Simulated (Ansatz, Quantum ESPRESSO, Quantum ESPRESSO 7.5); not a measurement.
# H-GaN-H chair, 1 layer: biaxial strain by an ASE script

Wanted: deformation of the bands of H-GaN-H chair, 1 layer, driven from Python.

Method: plane-wave DFT, PBE, GBRV ultrasoft pseudopotentials (geometry by Ansatz 0.2.0 with PAW datasets; geometry under PBE), in Quantum ESPRESSO 7.5.

**1. The starting structure**

The cell holds 4 atoms: 2 H, 1 N and 1 Ga. Its edges and angles: a = 3.184 Å, b = 3.184 Å, c = 18.193 Å, α = 90.0°, β = 90.0°, γ = 120.0°. Vacuum lies along c.

This sheet is a model structure: its symmetry is held, and its stability is not tested here.

**2. Geometry from Ansatz**

A relaxation in Ansatz fixes the structure of this slab for the runs on it.

input.yaml

```yaml
crystal:
  lattice:
    - [3.1845, 0.0, 0.0]
    - [-1.59225, 2.7578578984, 0.0]
    - [0.0, 0.0, 18.1933333333]
  atoms:
    - { symbol: H, position: [0.6666666667, 0.3333333333, 0.4122389154] }
    - { symbol: "N", position: [0.6666666667, 0.3333333333, 0.4683034078] }
    - { symbol: Ga, position: [0.3333333333, 0.6666666667, 0.5036643459] }
    - { symbol: H, position: [0.3333333333, 0.6666666667, 0.5877610846] }
kpoints:
  mp_grid: { grid: [12, 12, 1] }
hamiltonian:
  xc: pbe
scf:
  occupations: { method: fermi_dirac, width: 0.05 }
  convergence: { dr2_threshold: 1.0e-08 }
efield:
  axis: 3
  dipole_correction: true
  ramp_position: 0.97
  ramp_width: 0.04
relax:
  f_tol: 0.01
  cell: { fix: [c, alpha, beta] }
output:
  write_potential: true
  write_density: true
  volumetric_format: npy
```

Run with:

```bash
$ ansatz run input.yaml --threads 2 --pin off --max-ram 4096MiB --backend cpu --events-out ev --progress --plain --runs-dir out
```

The runs that follow: the script; the script: PBEsol, GBRV ultrasoft; A check by hand. Settings of the main run: cutoff 40 Ry, smearing, fd smearing, smearing width 0.002 Ry, SCF threshold 1.00e-9, maxstep 100, strains (-0.03, -0.015, 0, 0.015, 0.03), filled 13, k 12, k2 12, gbrv-pbe-1.5 potentials, 12×12×1 k-mesh, assume isolated esm, esm bc bc1.

What does the calculation give for the C11 + C12, heights clamped, PBE, GBRV ultrasoft; and gap on the mesh at zero strain, PBE, GBRV ultrasoft?

The sheet's biaxial stiffness comes to 118 N/m and its gap at zero strain to 2.99 eV (PBE, GBRV ultrasoft). From −3 % to +3 % the gap on the mesh goes from 2.89 to 2.94 eV, through a peak of 2.99 eV; it is direct at every strain. Heights are clamped under strain, which makes a sheet with several atomic planes too stiff.

```
C11 + C12, heights clamped, PBE, GBRV ultrasoft                                            : 118 N/m
gap on the mesh at zero strain, PBE, GBRV ultrasoft                                        : 2.99 eV
valence top below the mean of the two vacuum levels at zero strain, PBE, GBRV ultrasoft    : 5.83 eV
shift of the valence top per unit biaxial strain, PBE, GBRV ultrasoft                      : -2.6 eV
shift of the conduction bottom per unit biaxial strain, PBE, GBRV ultrasoft                : -1.8 eV
C11 + C12, heights clamped, PBEsol, GBRV ultrasoft                                         : 112 N/m
gap on the mesh at zero strain, PBEsol, GBRV ultrasoft                                     : 3.04 eV
valence top below the mean of the two vacuum levels at zero strain, PBEsol, GBRV ultrasoft : 5.83 eV
shift of the valence top per unit biaxial strain, PBEsol, GBRV ultrasoft                   : -2.7 eV
shift of the conduction bottom per unit biaxial strain, PBEsol, GBRV ultrasoft             : -2.7 eV
```

Zero strain is the PBE cell; under PBEsol the energy is lowest near -1.2 %, so its stiffness is taken away from its own minimum. Semilocal gaps are too small. The sheet carries a dipole, so the two faces have unlike vacuum levels and the zero lies between them. Spin-orbit coupling is left out; depending on the atoms that carry the levels of interest, it can split and shift them by some tens of meV.

[Logs are printed without paths, hosts, clocks, repeated set-up lines and the standing remarks that a program may print on its own settings, such as how far it seeks lower states.]

[Hosts, paths, dates, database ids (printed as entryN), source tags and the programs' standing remarks are cut or masked in the printed files.]

[Maps of the electrostatic potential energy from Ansatz leave out the sawtooth potential of an applied field or a dipole correction, so their vacuum need not be flat; planar profiles and work functions include it.]
